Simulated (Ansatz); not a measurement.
# Bi2S2O (P4/nmm): band gap by G0W0 on HSE06, part 2 of 2

How far does one-shot GW move the HSE06 gap of Bi2S2O (P4/nmm)?

Ansatz 0.2.0; HSE06, then G0W0 on it, plane waves, PAW. Known limits of the many-body steps: finite bands, screening cutoff and k mesh; no spin-orbit coupling in G0W0.

So far. Step 2 (The starting point: HSE06): Over mesh and listed points the gap is 1.387 eV, direct, at k = (0.000, 0.500, 0.000).

In doubt: masses and optical values from hybrid runs of this build are listed as unsure (step 3), which bears on the screening that GW takes from such a start.

### 3. G0W0 on the 4×4×2 mesh

G0W0 replaces the xc potential by a self-energy built once from the orbitals of the start. Levels are corrected in the window of bands that the input names, at points of the mesh.

This step: G0W0 on HSE06, plane waves, PAW.

Input file input.yaml:

```yaml
crystal:
  lattice:
    - [3.95410139, 0.0, 0.0]
    - [0.0, 3.95410139, 0.0]
    - [0.0, 0.0, 14.05057958]
  atoms:
    - { symbol: Bi, position: [0.0, 0.5, 0.86649583] }
    - { symbol: Bi, position: [0.5, 0.0, 0.13350417] }
    - { symbol: Bi, position: [0.5, 0.0, 0.58909314] }
    - { symbol: Bi, position: [0.0, 0.5, 0.41090686] }
    - { symbol: S, position: [0.5, 0.0, 0.89431341] }
    - { symbol: S, position: [0.0, 0.5, 0.10568659] }
    - { symbol: S, position: [0.0, 0.5, 0.68748752] }
    - { symbol: S, position: [0.5, 0.0, 0.31251248] }
    - { symbol: O, position: [0.0, 0.0, 0.5] }
    - { symbol: O, position: [0.5, 0.5, 0.5] }
kpoints:
  mp_grid: { grid: [4, 4, 2] }
hamiltonian:
  xc: hse06
scf:
  occupations: { method: fixed }
gw:
  n_empty_bands: 1009
  ecut_chi: 160.0
  qp_bands: [v3, c3]
  qp_kpoints: band_edges
  screening: { model: contour_deformation }
```

The run is started by

```
ansatz run input.yaml --threads 3 --pin off --max-ram 92160MiB --backend cuda --events-out ev --progress --plain --runs-dir out --devices 1 --max-vram 13GiB
```

Numbers of over 12 decimals in the logs are rounded to 6 here.

What it wrote:

```text
GPUs: using 1 of 1 available (devices: 1).
[...]
GPU FFT provider: cuFFT
GPU libraries: cuBLAS 13.8.2, cuFFT 12.4.0, cuSOLVER 12.3.4
Crystal: 10 atoms, lattice volume = 219.680 Å³
Basis set: ecut = 420 eV, 4319 PW (Γ)
Bands: 58, of which v1, the nominal top of the filled ones, is band 48 counted from 1 (47 counted from 0)
Symmetry: 16 space group operations
[...]
k-points: 12 of 32
[...]
GPU buffer pool allocated for 69984 grid points (all kernels)
[...]
SCF iter   1: F=—  HF=-54330.878770 eV  |F-HF|=—  |Δ(HF+E_count)|=         —  Δρ=2.36e-3  dr2=8.47e-2  ethr=1.77e-3  ⟨swp⟩=8.2  Hψ=3115  notcnv=0
[...]
SCF iter   6: F=-54330.877124 eV  HF=-54330.877126 eV  |F-HF|=1.70e-6  |Δ(HF+E_count)|=   1.01e-4  Δρ=8.52e-5  dr2=2.06e-5  ethr=1.03e-7  ⟨swp⟩=4.1  Hψ=2021  notcnv=0
SCF 1 stopped early in 6 iterations: F = -54330.877124 eV  dr2 = 2.06e-5
[...]
GPU FFT provider: cuFFT
GPU libraries: cuBLAS 13.8.2, cuFFT 12.4.0, cuSOLVER 12.3.4
[...]
GPU buffer pool allocated for 69984 grid points (all kernels)
[...]
Frozen-core exchange: fock
SCF iter   1: F=—  HF=-54346.818184 eV  |F-HF|=—  |Δ(HF+E_count)|=         —  Δρ=6.47e-3  dr2=1.19e-1  ethr=2.14e-7  ⟨swp⟩=9.2  Hψ=4496  notcnv=0
[...]
SCF iter   8: F=-54346.819311 eV  HF=-54346.819312 eV  |F-HF|=1.13e-6  |Δ(HF+E_count)|=   2.04e-5  Δρ=1.42e-5  dr2=5.92e-6  ethr=3.29e-8  ⟨swp⟩=3.1  Hψ=1893  notcnv=0
SCF 2 stopped early in 8 iterations: F = -54346.819311 eV  dr2 = 5.92e-6
hybrid outer 1: dexx = +3.760e-2 eV, tail = 1.10e-4 eV
GPU FFT provider: cuFFT
GPU libraries: cuBLAS 13.8.2, cuFFT 12.4.0, cuSOLVER 12.3.4
GPU buffer pool allocated for 69984 grid points (all kernels)
[...]
Frozen-core exchange: fock
SCF iter   1: F=—  HF=-54346.818059 eV  |F-HF|=—  |Δ(HF+E_count)|=         —  Δρ=3.32e-5  dr2=2.29e-6  ethr=5.72e-7  ⟨swp⟩=3.0  Hψ=1569  notcnv=0
[...]
SCF iter   3: F=-54346.818062 eV  HF=-54346.818062 eV  |F-HF|=1.22e-9  |Δ(HF+E_count)|=   1.07e-7  Δρ=7.59e-6  dr2=6.40e-8  ethr=5.62e-11  ⟨swp⟩=3.2  Hψ=3162  notcnv=0
SCF 3 converged in 3 iterations: F = -54346.818062 eV  dr2 = 6.40e-8
[...]
NSCF: frozen V_eff on 12 k-points
Exchange-term sweep: 0 of 12 (spin, k) points
Exchange-term sweep: 1 of 12 (spin, k) points
Exchange-term sweep: 2 of 12 (spin, k) points
Exchange-term sweep: 3 of 12 (spin, k) points
Exchange-term sweep: 4 of 12 (spin, k) points
Exchange-term sweep: 5 of 12 (spin, k) points
Exchange-term sweep: 6 of 12 (spin, k) points
Exchange-term sweep: 7 of 12 (spin, k) points
Exchange-term sweep: 8 of 12 (spin, k) points
Exchange-term sweep: 9 of 12 (spin, k) points
Exchange-term sweep: 10 of 12 (spin, k) points
Exchange-term sweep: 11 of 12 (spin, k) points
Exchange-term sweep: 12 of 12 (spin, k) points
G₀W₀ screening: q 1/12
[... further progress lines ...]
[...]
Free energy (F): -54346.818062 eV
Frozen-core exchange: fock
[...]
Internal energy: -54346.818062 eV  (E = F + TS)
E sigma→0 (E₀):  -54346.818062 eV
Fermi energy:    8.232626 eV
[...]
--- Band table (eV; the first three rows and the last of 12) ---
  k-point 0: bands = [... 44 lower, 6.8593, 7.0575, 7.1036, 7.1036, 10.2817, 11.0704, 12.8211, 13.0181]
  k-point 1: bands = [... 44 lower, 6.8362, 6.9437, 7.1257, 7.1257, 10.3836, 11.2012, 12.7639, 13.0664]
  k-point 2: bands = [... 44 lower, 6.9830, 7.1664, 7.2219, 7.3186, 11.3463, 11.6355, 11.6389, 11.9073]
  k-point 11: bands = [... 44 lower, 6.2425, 6.2425, 6.8213, 6.8213, 11.9465, 11.9465, 12.6755, 12.6755]
  guard bands above this table: 6 of the run's 58 bands. The solve was not asked for them (output.publish_guard_bands: true or output.eigenvalues: true publishes all)
--- G₀W₀: contour deformation, 7 samples at zero and on the imaginary axis and 1 off it, 32 q-points, 1009 empty bands' worth ---
  eigenvalues of the whole cell's RPA ε∞ on this k-mesh (on a slab, of 1 + 4πα/V) = 7.0784, 17.6772, 17.6772; static W/v taken at q = 0 is 0.042079
  bands read: the sum over 1057 bands ends inside a degenerate multiplet in 6 slots, whose members it reads at an even weight; the widest, k=4: bands 1057 to 1058 (counted from 1) at 1/2 each
  gw.qp_kpoints: band_edges: 7 of 12 stored k-points solved, in 1 pass; an edge of the gap read off the rows below is read off those points alone
    valence top: of the k-points left out ik 3 came nearest to being solved in a further pass, in band 48 (counted from 1, as in the quasiparticle table): it holds the edge there only if its correction is more favourable than any solved in that band by at least 0.661 eV; those differ by 0.127 eV
    conduction bottom: of the k-points left out ik 3 came nearest to being solved in a further pass, in band 49 (counted from 1, as in the quasiparticle table): it holds the edge there only if its correction is more favourable than any solved in that band by at least 1.586 eV; those differ by 0.058 eV
    ik  band        ε_KS         Σx   Σc(E_QP)       V_xc       Z   E_QP_lin       E_QP  E_QP is
     0    46      7.0575   -17.9777     1.6420   -16.1871  0.7530     6.9084     6.9089  root
     0    47      7.1036   -18.1859     2.3440   -15.7720  0.7360     7.0337     7.0338  root
     0    48      7.1036   -18.1859     2.3440   -15.7720  0.7360     7.0337     7.0338  root
     0    49     10.2817    -9.1983    -3.6814   -12.7991  0.8012    10.2013    10.2011  root
     0    50     11.0704    -9.3279    -3.8699   -13.0841  0.7970    10.9569    10.9566  root
     0    51     12.8211    -9.7879    -4.1339   -13.8389  0.7649    12.7383    12.7381  root
     1    46      6.9437   -17.8894     2.2229   -15.5749  0.7384     6.8519     6.8521  root
     1    47      7.1257   -18.1996     2.3276   -15.8036  0.7364     7.0572     7.0573  root
     1    48      7.1257   -18.1996     2.3276   -15.8036  0.7364     7.0572     7.0573  root
     1    49     10.3836    -9.3557    -3.6965   -12.9830  0.7990    10.3145    10.3144  root
     1    50     11.2012    -9.1847    -3.8749   -12.9524  0.7960    11.0941    11.0939  root
     1    51     12.7639    -9.9246    -4.1964   -14.0051  0.7655    12.6483    12.6480  root
     4    46      7.5267   -19.0746     1.8210   -17.1815  0.7519     7.4546     7.4547  root
     4    47      8.2326   -17.4587     0.7148   -16.5499  0.7653     8.0379     8.0386  root
     4    48      8.2326   -17.4587     0.7148   -16.5499  0.7653     8.0379     8.0386  root
     4    49      9.6194   -10.3698    -3.2870   -13.5385  0.7828     9.5014     9.5011  root
     4    50      9.6194   -10.3698    -3.2870   -13.5385  0.7828     9.5014     9.5011  root
     4    51     10.1739   -10.3010    -3.3946   -13.6130  0.7836    10.0914    10.0912  root
     5    46      7.5033   -19.0468     1.8113   -17.1591  0.7524     7.4268     7.4270  root
     5    47      8.2275   -17.4970     0.7175   -16.5846  0.7651     8.0319     8.0326  root
     5    48      8.2275   -17.4970     0.7175   -16.5846  0.7651     8.0319     8.0326  root
     5    49      9.6274   -10.3742    -3.2872   -13.5462  0.7824     9.5124     9.5121  root
     5    50      9.6274   -10.3742    -3.2872   -13.5462  0.7824     9.5124     9.5121  root
     5    51     10.1727   -10.2956    -3.3951   -13.6079  0.7837    10.0900    10.0899  root
     6    46      7.0741   -17.2831     1.4774   -15.6678  0.7525     6.9357     6.9361  root
     6    47      7.5868   -18.5335     1.7078   -16.7185  0.7511     7.4795     7.4797  root
     6    48      7.6774   -18.0997     1.4391   -16.5217  0.7553     7.5381     7.5385  root
     6    49     10.4470   -10.5659    -3.5169   -13.9768  0.7787    10.3411    10.3409  root
     6    50     10.7366   -11.0686    -3.5384   -14.5124  0.7722    10.6423    10.6420  root
     6    51     11.1833    -9.9505    -3.7170   -13.6062  0.7939    11.1220    11.1220  root
     7    46      7.0806   -18.2161     1.9759   -16.1392  0.7454     6.9793     6.9796  root
     7    47      7.5490   -18.1689     1.3662   -16.6624  0.7573     7.4083     7.4087  root
     7    48      7.7707   -18.3597     1.5977   -16.6434  0.7530     7.6519     7.6522  root
     7    49     10.4421   -10.6462    -3.5010   -14.0560  0.7798    10.3511    10.3509  root
     7    50     10.6954   -10.9342    -3.5522   -14.3847  0.7737    10.5939    10.5936  root
     7    51     11.1662    -9.9358    -3.7583   -13.6242  0.7915    11.0965    11.0964  root
    11    46      6.2425   -19.2162     2.9392   -16.3299  0.7223     6.2953     6.2954  root
    11    47      6.8213   -18.0069     2.1099   -15.7932  0.7424     6.7172     6.7175  root
    11    48      6.8213   -18.0069     2.1099   -15.7932  0.7424     6.7172     6.7175  root
    11    49     11.9465    -9.7211    -3.8687   -13.5291  0.7858    11.8859    11.8858  root
    11    50     11.9465    -9.7211    -3.8687   -13.5291  0.7858    11.8859    11.8858  root
    11    51     12.6755    -8.9339    -4.1485   -12.9428  0.7768    12.5363    12.5359  root
```

Run time: 3.4 min. Hardware: 1 × NVIDIA H100 80GB HBM3 (shared by 6 runs) with 3 threads of AMD EPYC 7R13 (Zen 3), shared host; peak memory 4.6 GiB; 4.5 min of CPU time.

This step gave:

```
bands summed                                    : 1057
RPA ε∞ on this mesh (eigenvalues)               : 7.078, 17.68, 17.68
plane waves in the screening matrix             : 989
q-points in the mesh                            : 32
G0W0 gap over the corrected points              : 1.462 eV
k of the valence top                            : 0, -0.5, 0
k of the conduction bottom                      : 0, -0.5, 0
starting gap on the mesh                        : 1.387 eV
Z at the valence top                            : 0.7653
Z at the conduction bottom                      : 0.7828
least direct G0W0 gap over the corrected points : 1.462 eV
```

Over 7 of 12 irreducible mesh points the G0W0 gap is 1.462 eV, direct, at k = (0.000, -0.500, 0.000). The HSE06 gap of this run on the mesh is 1.387 eV. The two states that bound the G0W0 gap lie that far apart at the start, so the correction of the gap is 1.462 − 1.387 = +0.075 eV.

Labels follow the order of the start: v1 is the top filled band, c1 the lowest empty one; levels that stay degenerate share a row, the window can cut a multiplet, doubted levels are not marked in this list, bands outside the window were not corrected, and the list may be a part of the corrected levels. The levels before and after the correction (eV, zero at the valence-band top of each column):

|  | conduction bottom | valence top |
| --- | --- | --- |
| HSE06 | 1.39 | 0.00 |
| G0W0 | 1.46 | 0.00 |

|  | level | occupation | energy (eV) |
| --- | --- | --- | --- |
| HSE06 | (0 -0.5 0) v3 | 2 | -0.706 |
| HSE06 | (0 -0.5 0) v2-v1 | 2 | 0.000 |
| HSE06 | (0 -0.5 0) c1-c2 | 0 | 1.387 |
| HSE06 | (0 -0.5 0) c3 | 0 | 1.941 |
| G0W0 | (0 -0.5 0) v3 | 2 | -0.584 |
| G0W0 | (0 -0.5 0) v2-v1 | 2 | 0.000 |
| G0W0 | (0 -0.5 0) c1-c2 | 0 | 1.462 |
| G0W0 | (0 -0.5 0) c3 | 0 | 2.053 |

The parts of the quasiparticle energy for the two states that bound the G0W0 gap, in eV on the run's own scale (QP = start + Σx + Σc − Vxc, with Σc at the quasiparticle energy):

| edge | k | band | start | Σx | Σc | Vxc | Z | QP |
| --- | --- | --- | --- | --- | --- | --- | --- | --- |
| valence top | (0.000, -0.500, 0.000) | 47 | 8.233 | −17.459 | 0.715 | −16.550 | 0.765 | 8.039 |
| conduction bottom | (0.000, -0.500, 0.000) | 49 | 9.619 | −10.370 | −3.287 | −13.539 | 0.783 | 9.501 |

For a hybrid start, Vxc holds its share of exact exchange.

### 4. The runs together

Each gap is the least one over the points named; times are wall times on shared hosts, not benchmarks. A G0W0 time includes the run's own self-consistent start. Runs with listed points see these and the mesh alone, so an edge that moves elsewhere is missed. Symmetry makes (0.000, 0.500, 0.000) and (0.000, -0.500, 0.000) one point.

| level | mesh | files, cutoff | bands summed, screening | points | gap (eV) | valence top | conduction bottom | least direct gap (eV) | time |
| --- | --- | --- | --- | --- | --- | --- | --- | --- | --- |
| HSE06 | 4×4×2 | soft_2 PAW, 420 eV | - | mesh and listed points | 1.387 | (0.000, 0.500, 0.000) | (0.000, 0.500, 0.000) | 1.387 | 34 s |
| G0W0@HSE06 | 4×4×2 | soft_2 PAW, 420 eV | 1057, 160 eV | 7 of 12 irreducible mesh points | 1.462 | (0.000, -0.500, 0.000) | (0.000, -0.500, 0.000) | 1.462 | 3.4 min |

### 5. Results

```yaml
hse06_gap_over_mesh_and_listed_points: 1.387 eV, direct, at k = (0.000, 0.500, 0.000)
g0w0_hse06_gap_over_7_of_12_irreducible_mesh_points: 1.462 eV, direct, at k = (0.000, -0.500, 0.000)
gw_settings: 4×4×2 mesh, 1009 empty bands, screening to 160 eV
known_limits: finite bands, screening cutoff and k mesh; no spin-orbit coupling in G0W0
```

What this shows: Over 7 of 12 irreducible mesh points the G0W0 gap is 1.462 eV, direct, at k = (0.000, -0.500, 0.000). The HSE06 gap of this run on the mesh is 1.387 eV. The two states that bound the G0W0 gap lie that far apart at the start, so the correction of the gap is 1.462 − 1.387 = +0.075 eV. The valence state moves by 8.039 − 8.233 = −0.194 eV and the conduction state by 9.501 − 9.619 = −0.118 eV, on the run's own scale; how far single levels stand from their limit in bands is not shown. Both edges that HSE06 shows over mesh and listed points lie at k points where levels were corrected. Levels at other points were not corrected, so a lower G0W0 gap elsewhere in the zone is not ruled out. No second run with other bands and screening cutoff is shown, so the distance to the basis limit is not known. On another start, G0W0@r2SCAN runs of this series (4×4×2 mesh, soft_2 PAW; not shown as steps) give 1.206 eV with 213 bands and 48 eV, 1.283 eV with 517 bands and 96 eV and 1.377 eV with 1057 bands and 160 eV. G0W0 on other starts in this series, not shown as steps and not all at these settings: 1.377 eV on r2SCAN (4×4×2, soft_2 PAW, 1057 bands, 160 eV) and 1.244 eV on LDA (4×4×2, soft_2 PAW, 1057 bands, 160 eV). Two runs of this series at another level, not shown as steps, test spin-orbit coupling. r2SCAN+SOC against r2SCAN: 0.635 − 1.191 = −0.556 eV. Mesh, set of files and cutoff are the same, but the valence top lies at another k point, so this need not be the shift of one pair of states. The spin-orbit run sees mesh and listed points alone, so its gap is an upper bound: the coupling can move an edge off these points, and the change over the zone, its sign included where it is small, is not known. What spin-orbit coupling does to the G0W0 levels was not computed, so no sum with the G0W0 gap is formed. The G0W0 runs are scalar-relativistic. No pair of G0W0 runs that differ in the mesh alone is shown (4×4×2 is a supercell whose nearest images lie 16 Å apart), so the error from the mesh is not known here. G0W0 is shown with one set of atomic data (soft_2 PAW), so the error from the files is not known here.

[Paths, hosts, dates, memory and timing lines, banners, echoed tables and standing remarks are left out of the program output.]

[Logs are printed without paths, hosts, clocks, repeated set-up lines and the standing remarks that a program may print on its own settings, such as how far it seeks lower states.]

[Runs of the session that timed out or met a known fault of the program may be left out.]

[Cells called generated may have been cut or substituted from an entry of the Crystallography Open Database or the Materials Project.]

[Hosts, paths, dates, database ids (printed as entryN), source tags and the programs' standing remarks are cut or masked in the printed files.]

[Where an RPA ε∞ is given, it is that of the G0W0 mesh and is not shown converged in it. Names of k-points follow the symmetry that the program found, which can be lower than the space group named. Band edges on a path are those of the sampled points; other points can move an edge, and change direct to indirect where valleys lie close.]

[Hybrid gaps are those of their k-mesh and are not shown converged in it.]
